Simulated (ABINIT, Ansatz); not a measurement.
# ScGa3 (Pm-3m): zone-centre phonons

Which modes does ScGa3 (Pm-3m) have at the zone centre?

Program: ABINIT 10.8.3. Level of theory: DFT LDA, scalar-relativistic, plane waves, PseudoDojo norm-conserving pseudopotentials. Results are calculated unless marked as measured.

### Step 1. Set-up

Symmetry: Pm-3m, No. 221, cubic system. Conventional cell: a = 4.000 Å, b = 4.000 Å, c = 4.000 Å, α = 90.00°, β = 90.00°, γ = 90.00°. Nearest to Sc lie 12 Ga at 2.83 Å. Nearest to Ga lie 4 Sc at 2.83 Å and 8 Ga at 2.83 Å. Farther neighbours are not listed.

As a file:

```cif
data_structure
_symmetry_space_group_name_H-M 'P 1'
_symmetry_Int_Tables_number 1
_cell_length_a 4.0005
_cell_length_b 4.0005
_cell_length_c 4.0005
_cell_angle_alpha 90.000
_cell_angle_beta 90.000
_cell_angle_gamma 90.000
_cell_volume 64.02
loop_
_atom_site_label
_atom_site_type_symbol
_atom_site_fract_x
_atom_site_fract_y
_atom_site_fract_z
_atom_site_occupancy
Sc1 Sc 0.00000 0.00000 0.00000 1
Ga2 Ga 0.00000 0.50000 0.50000 1
Ga3 Ga 0.50000 0.00000 0.50000 1
Ga4 Ga 0.50000 0.50000 0.00000 1
```

### Step 2. Relaxing the cell and atoms

The harmonic expansion needs vanishing forces, and a free crystal bears no stress, so cell and atoms are brought to rest. Stress is more sensitive to the basis than forces are: the last 3 Ha under the cutoff are smoothed with ecutsm, and the cutoff is raised above that of the later runs.

The starting cell comes from a relaxation made beforehand in Ansatz (LDA, PseudoDojo NC).

File relax.abi:

```
# relaxation
ionmov 2
optcell 2
dilatmx 1.08
ntime 40
tolmxf 1.0d-05
tolvrs 1.0d-14
prtwf 0
prtden 0
chksymtnons 0

# basis, mesh and filling
ecut 44.0
ecutsm 3.0
ngkpt 8 8 8
nshiftk 1
shiftk 0.0 0.0 0.0
istwfk *1
occopt 7
tsmear 0.01
nband 35
nstep 100
diemac 1000000.0
prtebands 0
prtgsr 0
useylm 1

# cell and atoms
acell 3*1.0 Angstrom
rprim 
    4.000464342 0.0 0.0
    0.0 4.000464342 0.0
    0.0 0.0 4.000464342
ntypat 2
znucl 21 31
natom 4
typat 1 2 2 2
xred 
    0.0 0.0 0.0
    0.0 0.5 0.5
    0.5 0.0 0.5
    0.5 0.5 0.0
pp_dirpath "./pseudo"
pseudos "Sc.upf, Ga.upf"
```

Command:

```bash
> OMP_NUM_THREADS=1 mpirun -n 4 abinit relax.abi > relax.log
```

Numbers of over 12 decimals in the logs are rounded to 6 here.

relax.abo, the main output file:

```text
[banners, grids, parts of the stress and lines that vanish by symmetry left out]
- input  file    -> relax.abi
- output file    -> relax.abo
- root for input  files -> relaxi
[...]
Symmetries : space group Pm -3 m (#221); Bravais cP (primitive cubic)
[...]
mpw =        7660          nfft =      125000          nkpt =          35
[...]
== DATASET  1 ==================================================================
[...]
cutoff_energies: {ecut:  44.0, pawecutdg:  -1.0, }
[...]
ETOT  1  -275.51353624102    -2.755E+02 4.117E-01 9.999E+02
 ETOT  2  -277.39722735202    -1.884E+00 3.281E-02 1.376E+03
 ETOT  3  -277.53394133747    -1.367E-01 2.670E-02 6.769E+01
 ETOT  4  -277.54055498909    -6.614E-03 1.138E-02 1.367E+01
 ETOT  5  -277.54198735943    -1.432E-03 4.313E-03 9.075E-01
[...]
At SCF step   13       vres2   =  5.62E-16 < tolvrs=  1.00E-14 =>converged.
[...]
sigma(1 1)=  3.94890129E-06  sigma(3 2)=  0.00000000E+00
  sigma(2 2)=  3.94890129E-06  sigma(3 1)=  0.00000000E+00
  sigma(3 3)=  3.94890129E-06  sigma(2 1)=  0.00000000E+00
[...]
convergence: {deltae:  5.969E-12, res2:  5.618E-16, residm:  2.364E-04, diffor: null, }
etotal    :  -2.77542085E+02
[...]
ETOT  1  -277.54208257645    -2.775E+02 2.019E-04 2.492E-02
[...]
At SCF step    9       vres2   =  4.81E-16 < tolvrs=  1.00E-14 =>converged.
[...]
sigma(1 1)=  2.87429463E-06  sigma(3 2)=  0.00000000E+00
  sigma(2 2)=  2.87429463E-06  sigma(3 1)=  0.00000000E+00
  sigma(3 3)=  2.87429463E-06  sigma(2 1)=  0.00000000E+00
[...]
convergence: {deltae: -4.945E-12, res2:  4.808E-16, residm:  3.031E-05, diffor: null, }
etotal    :  -2.77542086E+02
[...]
ETOT  1  -277.54206347642    -2.775E+02 2.713E-04 1.777E-01
[...]
ETOT  8  -277.54208637642     1.472E-11 2.773E-05 5.341E-13
 ETOT  9  -277.54208637641     1.472E-11 1.359E-05 3.419E-15
 At SCF step    9       vres2   =  3.42E-15 < tolvrs=  1.00E-14 =>converged.
[...]
sigma(1 1)= -5.01501657E-09  sigma(3 2)=  0.00000000E+00
  sigma(2 2)= -5.01501654E-09  sigma(3 1)=  0.00000000E+00
  sigma(3 3)= -5.01501649E-09  sigma(2 1)=  0.00000000E+00
[...]
convergence: {deltae:  1.472E-11, res2:  3.419E-15, residm:  1.359E-05, diffor: null, }
etotal    :  -2.77542086E+02
[...]
At Broyd/MD step   3, gradients are converged :
[...]
sigma(1 1)= -5.01501657E-09  sigma(3 2)=  0.00000000E+00
  sigma(2 2)= -5.01501654E-09  sigma(3 1)=  0.00000000E+00
  sigma(3 3)= -5.01501649E-09  sigma(2 1)=  0.00000000E+00
[...]
- sigma(1 1)= -1.47546881E-04  sigma(3 2)=  0.00000000E+00
- sigma(2 2)= -1.47546881E-04  sigma(3 1)=  0.00000000E+00
- sigma(3 3)= -1.47546879E-04  sigma(2 1)=  0.00000000E+00
[...]
fcart     -0.0000000000E+00 -0.0000000000E+00 -0.0000000000E+00
           strten     -5.0150165652E-09 -5.0150165375E-09 -5.0150164889E-09
================================================================================

[key lines of the parts left out:]
pressure_GPa:   1.4755E-04
Total energy (etotal) [Ha]= -2.77542086376405E+02
```

The job ended after 4.5 min (4 MPI ranks of Arm Neoverse V1, shared host).

Little changed from the start: no atom moved by 0.005 Å and no cell edge by 0.1 %.

Numbers from this step:

| Item | Value |
| --- | --- |
| volume per atom | 15.98 Å³ |
| pressure | 1.48e-4 GPa |
| gap on the k-mesh | 0 eV |

### Step 3. Self-consistent run for the response

First-order wavefunctions inherit every error of the ground state, hence the very tight tolvrs. Occupations are smeared.

File gs.abi:

```
# ground state
tolvrs 1.0d-16
prtden 1
prtwf 1

# basis, mesh and filling
ecut 36.0
ngkpt 8 8 8
nshiftk 1
shiftk 0.0 0.0 0.0
istwfk *1
occopt 7
tsmear 0.01
nband 35
nstep 100
diemac 1000000.0
prtebands 0
prtgsr 0
useylm 1

# cell and atoms
acell 3*1.0 Angstrom
rprim 
    3.998724453 0.0 0.0
    0.0 3.998724453 0.0
    0.0 0.0 3.998724453
ntypat 2
znucl 21 31
natom 4
typat 1 2 2 2
xred 
    0.0 0.0 0.0
    0.0 0.5 0.5
    0.5 0.0 0.5
    0.5 0.5 0.0
pp_dirpath "./pseudo"
pseudos "Sc.upf, Ga.upf"
```

Command:

```bash
> OMP_NUM_THREADS=1 mpirun -n 4 abinit gs.abi > gs.log
```

gs.abo, the main output file:

```text
[banners, grids, parts of the stress and lines that vanish by symmetry left out]
- input  file    -> gs.abi
- output file    -> gs.abo
- root for input  files -> gsi
[...]
Symmetries : space group Pm -3 m (#221); Bravais cP (primitive cubic)
[...]
mpw =        4492          nfft =       91125          nkpt =          35
[...]
== DATASET  1 ==================================================================
[...]
cutoff_energies: {ecut:  36.0, pawecutdg:  -1.0, }
[...]
ETOT  1  -275.66862355125    -2.757E+02 4.210E-01 6.585E+02
 ETOT  2  -277.41827845942    -1.750E+00 7.465E-02 8.671E+02
 ETOT  3  -277.53498826099    -1.167E-01 6.112E-02 3.519E+01
 ETOT  4  -277.53958925010    -4.601E-03 1.377E-02 7.111E+00
 ETOT  5  -277.54059138777    -1.002E-03 7.687E-03 3.740E-01
[...]
ETOT 13  -277.54064748003     2.785E-12 2.026E-04 3.082E-16
 ETOT 14  -277.54064748003     3.240E-12 2.732E-04 2.437E-18
 At SCF step   14       vres2   =  2.44E-18 < tolvrs=  1.00E-16 =>converged.
[...]
sigma(1 1)=  6.42325320E-05  sigma(3 2)=  0.00000000E+00
  sigma(2 2)=  6.42325320E-05  sigma(3 1)=  0.00000000E+00
  sigma(3 3)=  6.42325320E-05  sigma(2 1)=  0.00000000E+00
[...]
convergence: {deltae:  3.240E-12, res2:  2.437E-18, residm:  2.732E-04, diffor: null, }
etotal    :  -2.77540647E+02
[...]
sigma(1 1)=  6.42325320E-05  sigma(3 2)=  0.00000000E+00
  sigma(2 2)=  6.42325320E-05  sigma(3 1)=  0.00000000E+00
  sigma(3 3)=  6.42325320E-05  sigma(2 1)=  0.00000000E+00
[...]
- sigma(1 1)=  1.88978633E+00  sigma(3 2)=  0.00000000E+00
- sigma(2 2)=  1.88978633E+00  sigma(3 1)=  0.00000000E+00
- sigma(3 3)=  1.88978633E+00  sigma(2 1)=  0.00000000E+00
[...]
fcart     -0.0000000000E+00 -0.0000000000E+00 -0.0000000000E+00
           strten      6.4232531956E-05  6.4232531956E-05  6.4232531956E-05
================================================================================

[key lines of the parts left out:]
pressure_GPa:  -1.8898E+00
```

It took 81 s on 4 MPI ranks.

Read from the output:

* pressure: -1.890 GPa

The cell stands at -1.9 GPa: the relaxation ran with a smoothed and higher cutoff, and the difference is a stress of the finite basis.

### Step 4. Zone-centre response

At q = 0 one unit cell holds all displacements. The response is solved for single atoms along the cell's directions, and symmetry skips those that follow from others. The crystal is treated as a metal, which screens a static field, so no field response is asked.

File dfpt_gamma.abi:

```

# common to the responses
getwfk_filepath "gso_WFK"
kptopt 2
nqpt 1
qpt 0.0 0.0 0.0
asr 0
chneut 0

# displacements
rfphon 1
rfatpol 1 4
rfdir 1 1 1
tolvrs 1.0d-10
prtwf 0

# basis, mesh and filling
ecut 36.0
ngkpt 8 8 8
nshiftk 1
shiftk 0.0 0.0 0.0
istwfk *1
occopt 7
tsmear 0.01
nband 35
nstep 100
diemac 1000000.0
prtebands 0
prtgsr 0
useylm 1

# cell and atoms
acell 3*1.0 Angstrom
rprim 
    3.998724453 0.0 0.0
    0.0 3.998724453 0.0
    0.0 0.0 3.998724453
ntypat 2
znucl 21 31
natom 4
typat 1 2 2 2
xred 
    0.0 0.0 0.0
    0.0 0.5 0.5
    0.5 0.0 0.5
    0.5 0.5 0.0
pp_dirpath "./pseudo"
pseudos "Sc.upf, Ga.upf"
```

Command:

```bash
> OMP_NUM_THREADS=1 mpirun -n 4 abinit dfpt_gamma.abi > dfpt_gamma.log
```

dfpt_gamma.abo, the main output file:

```text
[banners, grids, parts of the stress and lines that vanish by symmetry left out]
- input  file    -> dfpt_gamma.abi
- output file    -> dfpt_gamma.abo
- root for input  files -> dfpt_gammai
- root for output files -> dfpt_gammao

 Symmetries : space group Pm -3 m (#221); Bravais cP (primitive cubic)
================================================================================
 Values of the parameters that define the memory need of the present run (RF).
     intxc =       0      iscf =       7    lmnmax =      18     lnmax =       6
     mgfft =      45  mpssoang =       3    mqgrid =    3001     natom =       4
  nloc_mem =       1    nspden =       1   nspinor =       1    nsppol =       1
      nsym =      48    n1xccc =    2501    ntypat =       2    occopt =       7
   xclevel =       1
-    mband =          35        mffmem =           1         mkmem =          65
-   mkqmem =          65        mk1mem =          65           mpw =        4492
      nfft =       91125          nkpt =         260
- my_mband =          35
================================================================================
================================================================================

--------------------------------------------------------------------------------
------------- Echo of variables that govern the present computation ------------
--------------------------------------------------------------------------------
-
- outvars: echo of selected default values
-   iomode0 =  0 , fftalg0 =312 , wfoptalg0 =  0
-
- outvars: echo of global parameters not present in the input file
-  max_nthreads =    1
-
 -outvars: echo values of preprocessed input variables
 [... echo left out ...]
================================================================================

 chkinp: Checking input parameters for consistency.

[...]
== DATASET  1 ==================================================================
-   mpi_nproc: 4, omp_nthreads: 1 (-1 if OMP is not activated)

--- !DatasetInfo
iteration_state: {dtset: 1, }
dimensions: {natom: 4, nkpt: 260, mband: 35, nsppol: 1, nspinor: 1, nspden: 1, mpw: 4492, }
cutoff_energies: {ecut:  36.0, pawecutdg:  -1.0, }
electrons: {nelect:   5.00000000E+01, charge:   0.00000000E+00, occopt:   7.00000000E+00, tsmear:   1.00000000E-02, }
meta: {optdriver: 1, rfphon: 1, }
...

 mkfilename: getwfk from: gso_WFK

 Real(R)+Recip(G) space primitive vectors, cartesian coordinates (Bohr,Bohr^-1):
 R(1)=  7.5564941  0.0000000  0.0000000  G(1)=  0.1323365  0.0000000  0.0000000
 R(2)=  0.0000000  7.5564941  0.0000000  G(2)=  0.0000000  0.1323365  0.0000000
 R(3)=  0.0000000  0.0000000  7.5564941  G(3)=  0.0000000  0.0000000  0.1323365
 Unit cell volume ucvol=  4.3148037E+02 bohr^3
 Angles (23,13,12)=  9.00000000E+01  9.00000000E+01  9.00000000E+01 degrees
 setup1 : take into account q-point for computing boxcut.

 getcut: wavevector=  0.0000  0.0000  0.0000  ngfft=  45  45  45
         ecut(hartree)=     36.000   => boxcut(ratio)=   2.15584

--- Pseudopotential description ------------------------------------------------
- pspini: atom type   1  psp file is ./pseudo/Sc.upf

- pspini: atom type   2  psp file is ./pseudo/Ga.upf

   4.37062559E+03                                ecore*ucvol(ha*bohr**3)
--------------------------------------------------------------------------------

 ==>  initialize data related to q vector <==

 The list of irreducible perturbations for this q vector is:
    1)    idir= 1    ipert=   1
    2)    idir= 1    ipert=   2
    3)    idir= 2    ipert=   2

[...]
The perturbation idir=   2  ipert=   1 is
 symmetric of a previously calculated perturbation.
 So, its SCF calculation is not needed.

 The perturbation idir=   3  ipert=   1 is
 symmetric of a previously calculated perturbation.
 So, its SCF calculation is not needed.

 The perturbation idir=   3  ipert=   2 is
 symmetric of a previously calculated perturbation.
 So, its SCF calculation is not needed.

 The perturbation idir=   1  ipert=   3 is
 symmetric of a previously calculated perturbation.
 So, its SCF calculation is not needed.

[...]
The perturbation idir=   2  ipert=   4 is
 symmetric of a previously calculated perturbation.
 So, its SCF calculation is not needed.

 The perturbation idir=   3  ipert=   4 is
 symmetric of a previously calculated perturbation.
 So, its SCF calculation is not needed.

--------------------------------------------------------------------------------
 Perturbation wavevector (in red.coord.)   0.000000  0.000000  0.000000
 Perturbation : displacement of atom   1   along direction   1
 Found     8 symmetries that leave the perturbation invariant.

[...]
dfpt_looppert : total number of electrons, from k and k+q
  fully or partially occupied states are    5.000000E+01 and    5.000000E+01.
 Initialisation of the first-order wave-functions :
  ireadwf=   0

--- !BeginCycle
iteration_state: {dtset: 1, }
solver: {iscf: 7, nstep: 100, nline: 4, wfoptalg: 0, }
tolerances: {tolvrs: 1.00E-10, }
...

     iter   2DEtotal(Ha)        deltaE(Ha) residm    vres2
-ETOT  1   8.137718     -3.998E+03 1.144E+01 8.069E+03
 ETOT  2   5.164839     -2.973E+00 1.061E+00 6.476E+02
 ETOT  3   4.893820     -2.710E-01 4.303E-02 5.974E+01
 ETOT  4   4.873912     -1.991E-02 9.219E-03 3.767E-02
 ETOT  5   4.873890     -2.151E-05 2.366E-03 4.735E-03
[...]
At SCF step   11       vres2   =  9.17E-12 < tolvrs=  1.00E-10 =>converged.
[...]
Mean square residual over all n,k,spin=   39.170E-10; max=  53.161E-07

 Thirteen components of 2nd-order total energy (hartree) are
 1,2,3: 0th-order hamiltonian combined with 1st-order wavefunctions
     kin0=   2.78968347E+03 eigvalue=   2.51151098E+02  local=  -1.89600597E+03
 4,5,6: 1st-order hamiltonian combined with 1st and 0th-order wfs
 loc psp =  -4.13284082E+03  Hartree=   1.06282401E+03     xc=  -2.11852526E+02
 note that "loc psp" includes a xc core correction that could be resolved
 7,8,9: eventually, occupation + non-local contributions
    edocc=   5.33269630E+02     enl0=   1.47174638E+03   enl1=  -3.86879136E+03
 1-9 gives the relaxation energy (to be shifted if some occ is /=2.0)
   erelax=  -4.00081609E+03
 10,11,12 Non-relaxation  contributions : frozen-wavefunctions and Ewald
 fr.local=   1.87555286E+03 fr.nonlo=   1.93231720E+03  Ewald=   2.37807505E+02
 13,14 Frozen wf xc core corrections (1) and (2)
 frxc 1  =  -2.35685764E+02  frxc 2 =   1.95698178E+02
 Resulting in :
 2DEtotal=    0.4873886799E+01 Ha. Also 2DEtotal=    0.132625216216E+03 eV
    (2DErelax=   -4.0008160913E+03 Ha. 2DEnonrelax=    4.0056899781E+03 Ha)
    (  non-var. 2DEtotal :    4.8738883015E+00 Ha)

[...]
Perturbation wavevector (in red.coord.)   0.000000  0.000000  0.000000
 Perturbation : displacement of atom   2   along direction   1
 Found     8 symmetries that leave the perturbation invariant.

[...]
dfpt_looppert : total number of electrons, from k and k+q
  fully or partially occupied states are    5.000000E+01 and    5.000000E+01.
 Initialisation of the first-order wave-functions :
  ireadwf=   0

--- !BeginCycle
iteration_state: {dtset: 1, }
solver: {iscf: 7, nstep: 100, nline: 4, wfoptalg: 0, }
tolerances: {tolvrs: 1.00E-10, }
...

     iter   2DEtotal(Ha)        deltaE(Ha) residm    vres2
-ETOT  1   19.792803787232     -3.421E+04 4.198E+01 1.079E+02
[...]
At SCF step   11       vres2   =  2.46E-11 < tolvrs=  1.00E-10 =>converged.
[...]
Mean square residual over all n,k,spin=   74.545E-11; max=  63.038E-08

 Thirteen components of 2nd-order total energy (hartree) are
 1,2,3: 0th-order hamiltonian combined with 1st-order wavefunctions
     kin0=   4.22333150E+04 eigvalue=   1.16903345E+03  local=  -1.37857567E+04
 4,5,6: 1st-order hamiltonian combined with 1st and 0th-order wfs
 loc psp =  -6.97801147E+03  Hartree=   2.62217835E+03     xc=  -5.19742116E+02
 note that "loc psp" includes a xc core correction that could be resolved
 7,8,9: eventually, occupation + non-local contributions
    edocc=   1.29842867E+01     enl0=   2.49542083E+03   enl1=  -6.14768547E+04
 1-9 gives the relaxation energy (to be shifted if some occ is /=2.0)
   erelax=  -3.42274331E+04
 10,11,12 Non-relaxation  contributions : frozen-wavefunctions and Ewald
 fr.local=   3.11753399E+03 fr.nonlo=   3.07366968E+04  Ewald=   2.96456145E+02
 13,14 Frozen wf xc core corrections (1) and (2)
 frxc 1  =  -7.64865573E+02  frxc 2 =   8.43761403E+02
 Resulting in :
 2DEtotal=    0.2149711855E+01 Ha. Also 2DEtotal=    0.584966396062E+02 eV
    (2DErelax=   -3.4227433096E+04 Ha. 2DEnonrelax=    3.4229582808E+04 Ha)
    (  non-var. 2DEtotal :    2.1497083993E+00 Ha)

[...]
Perturbation wavevector (in red.coord.)   0.000000  0.000000  0.000000
 Perturbation : displacement of atom   2   along direction   2
 Found     4 symmetries that leave the perturbation invariant.

--------------------------------------------------------------------------------

--------------------------------------------------------------------------------

 dfpt_looppert : total number of electrons, from k and k+q
  fully or partially occupied states are    5.000000E+01 and    5.000000E+01.
 Initialisation of the first-order wave-functions :
  ireadwf=   0

--- !BeginCycle
iteration_state: {dtset: 1, }
solver: {iscf: 7, nstep: 100, nline: 4, wfoptalg: 0, }
tolerances: {tolvrs: 1.00E-10, }
...

     iter   2DEtotal(Ha)        deltaE(Ha) residm    vres2
-ETOT  1   21.494584244357     -3.419E+04 3.495E+01 4.280E+02
[...]
ETOT 10   3.197140     -8.731E-11 4.967E-06 1.918E-10
 ETOT 11   3.197140      1.091E-10 1.478E-06 6.400E-12

 At SCF step   11       vres2   =  6.40E-12 < tolvrs=  1.00E-10 =>converged.
[...]
Mean square residual over all n,k,spin=   13.931E-10; max=  14.783E-07

 Thirteen components of 2nd-order total energy (hartree) are
 1,2,3: 0th-order hamiltonian combined with 1st-order wavefunctions
     kin0=   4.22037056E+04 eigvalue=   1.16866509E+03  local=  -1.37824024E+04
 4,5,6: 1st-order hamiltonian combined with 1st and 0th-order wfs
 loc psp =  -6.97568218E+03  Hartree=   2.62070005E+03     xc=  -5.17363846E+02
 note that "loc psp" includes a xc core correction that could be resolved
 7,8,9: eventually, occupation + non-local contributions
    edocc=   1.19569881E+01     enl0=   2.50077723E+03   enl1=  -6.14363952E+04
 1-9 gives the relaxation energy (to be shifted if some occ is /=2.0)
   erelax=  -3.42060387E+04
 10,11,12 Non-relaxation  contributions : frozen-wavefunctions and Ewald
 fr.local=   3.15553474E+03 fr.nonlo=   3.07227674E+04  Ewald=   2.51720912E+02
 13,14 Frozen wf xc core corrections (1) and (2)
 frxc 1  =  -7.65052259E+02  frxc 2 =   8.44265055E+02
 Resulting in :
 2DEtotal=    0.3197139762E+01 Ha. Also 2DEtotal=    0.869986049401E+02 eV
    (2DErelax=   -3.4206038706E+04 Ha. 2DEnonrelax=    3.4209235845E+04 Ha)
    (  non-var. 2DEtotal :    3.1971401626E+00 Ha)

[...]
---- first-order wavefunction calculations are completed ----

 ==> Compute Derivative Database <==

 [... matrices left out ...]
  Phonon wavevector (reduced coordinates) :  0.00000  0.00000  0.00000
 Phonon energies in Hartree :
   1.359082E-05  1.359082E-05  1.359082E-05  6.248678E-04  6.248678E-04
   6.248678E-04  6.253892E-04  6.253892E-04  6.253892E-04  1.198793E-03
   1.198793E-03  1.198793E-03
 Phonon frequencies in cm-1    :
-  2.982839E+00  2.982839E+00  2.982839E+00  1.371426E+02  1.371426E+02
-  1.371426E+02  1.372571E+02  1.372571E+02  1.372571E+02  2.631046E+02
-  2.631046E+02  2.631046E+02

== END DATASET(S) ==============================================================
================================================================================

 -outvars: echo values of variables after computation
            acell      1.8897261259E+00  1.8897261259E+00  1.8897261259E+00 Bohr
           etotal      3.1971397618E+00
            fcart      0.0000000000E+00  0.0000000000E+00  0.0000000000E+00
           strten      0.0000000000E+00  0.0000000000E+00  0.0000000000E+00
================================================================================
```

Wall time 8.8 min (4 MPI ranks).

Read from the output:

```yaml
largest_acoustic_frequency_at_the_zone_centre_before_the_sum_rule: 2.98 cm⁻¹
highest_optical_zone_centre_mode_no_lo_to_term: 263.1 cm⁻¹
lowest_optical_zone_centre_mode: 137.1 cm⁻¹
```

The acoustic modes at Γ come out as far as 3.0 cm⁻¹ from zero, where they should vanish, a small numerical error.

(Continued in part 2 of 2.)

[Host names and launcher messages were left out of these logs when they were recorded.]

[Logs are printed without paths, hosts, clocks, repeated set-up lines and the standing remarks that a program may print on its own settings, such as how far it seeks lower states.]

[Hosts, paths, dates, database ids (printed as entryN), source tags and the programs' standing remarks are cut or masked in the printed files.]
